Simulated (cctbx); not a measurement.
# Reading a Patterson map

Space group I4/mmm (no. 139), a = 14.5700 Å, b = 14.5700 Å, c = 5.7920 Å, α = 90.00°, β = 90.00°, γ = 90.00°, content Pb28 Ta16 Fe16.

The data are simulated with cctbx, not measured: Mo Kα, λ = 0.71073 Å, to d = 0.65 Å, 80 % of the full sphere, strongest reflection 70000 counts, noise from counting, a 6 % proportional error and a noise floor of 8 counts (s.d.); no absorption, some extinction.

Patterson synthesis from sharpened amplitudes, origin scaled to 1000:

```text
Patterson group I 4/m m m
      u       v       w   height  length (A)
  0.000   0.000   0.000   1000.0     0.00
  0.000   0.291   0.000    249.2     4.23
  0.201   0.201   0.000    244.5     4.14
  0.000   0.406   0.000    239.5     5.92
  0.106   0.296   0.500    179.7     5.42
  0.000   0.109   0.500    168.8     3.30
  0.000   0.206   0.000    157.0     3.01
  0.088   0.088   0.500    150.2     3.42
  0.152   0.152   0.000    132.9     3.14
  0.000   0.000   0.500    131.8     2.90
  0.201   0.201   0.500    125.5     5.06
  0.000   0.298   0.254    124.8     4.59
  0.000   0.500   0.000    121.5     7.29
  0.207   0.207   0.247    119.4     4.50
```

Q: Assign the vectors.

A peak at u stands for all pairs with xi − xj = u, with weight Σ ZiZj against Σ Z² = 284352 at the origin. Peak heights follow these weights only roughly, since form factors, motion and series ripples differ, all vectors within 0.55 Å of a peak are counted as merged into it though the farther ones add only part of their weight, and F(000) is left out, which lowers the whole map:

| u | v | w | shortest length (Å) | height | 1000 ΣZiZj/ΣZ² | pairs in the cell |
| --- | --- | --- | --- | --- | --- | --- |
| 0.000 | 0.291 | 0.000 | 4.24 | 249 | 283 | 8 × Pb–Pb, 4 × Ta–Ta, 8 × Fe–Fe |
| 0.201 | 0.201 | 0.000 | 4.14 | 244 | 274 | 8 × Pb–Pb, 4 × Ta–Ta, 4 × Fe–Fe |
| 0.000 | 0.406 | 0.000 | 5.92 | 240 | 264 | 6 × Pb–Pb, 4 × Pb–Ta, 2 × Ta–Ta |
| 0.106 | 0.296 | 0.500 | 5.42 | 180 | 263 | 8 × Pb–Ta, 4 × Pb–Pb |
| 0.000 | 0.109 | 0.500 | 3.30 | 169 | 179 | 4 × Pb–Pb, 4 × Pb–Ta |
| 0.000 | 0.206 | 0.000 | 3.00 | 157 | 300 | 12 × Pb–Ta, 2 × Pb–Pb |
| 0.088 | 0.088 | 0.500 | 3.42 | 150 | 226 | 6 × Pb–Pb, 4 × Pb–Ta |
| 0.152 | 0.152 | 0.000 | 3.13 | 133 | 253 | 12 × Pb–Ta |
| 0.000 | 0.000 | 0.500 | 2.90 | 132 | 133 | 4 × Pb–Pb, 16 × Fe–Fe |
| 0.201 | 0.201 | 0.500 | 5.05 | 126 | 142 | 4 × Pb–Pb, 2 × Ta–Ta, 4 × Fe–Fe |

The table stops at ten peaks or at a height of 45, below which ripples compete. In the model behind the data Pb, the heaviest element, has 4 independent sites: (0, 0, 0.2519), (0, 0.4075, 1/2), (0, 0.2980, 0) and (0.2076, 0.7924, 1/2), up to an allowed shift of origin; the Pb–Pb vectors are differences of these positions and their symmetry mates. Elements of similar Z can't be told apart from the map alone. The whole model:

| atom | mult. | x | y | z | Ueq (Å²) |
| --- | --- | --- | --- | --- | --- |
| Pb1 | 4 | 0 | 0 | 0.2519 | 0.0130 |
| Pb2 | 8 | 0 | 0.4075 | 1/2 | 0.0180 |
| Pb3 | 8 | 0 | 0.2980 | 0 | 0.0104 |
| Pb4 | 8 | 0.2076 | 0.7924 | 1/2 | 0.0125 |
| Ta1 | 8 | 0 | 0.1928 | 1/2 | 0.0255 |
| Ta2 | 8 | 0.3629 | 0.6371 | 1/2 | 0.0336 |
| Fe1 | 16 | 0.8507 | 0.3507 | 1/4 | 0.0304 |

This is a model crystal, built by substitution and not relaxed, with assumed displacement parameters.

[Logs are printed without paths, hosts, clocks, repeated set-up lines and the standing remarks that a program may print on its own settings, such as how far it seeks lower states.]
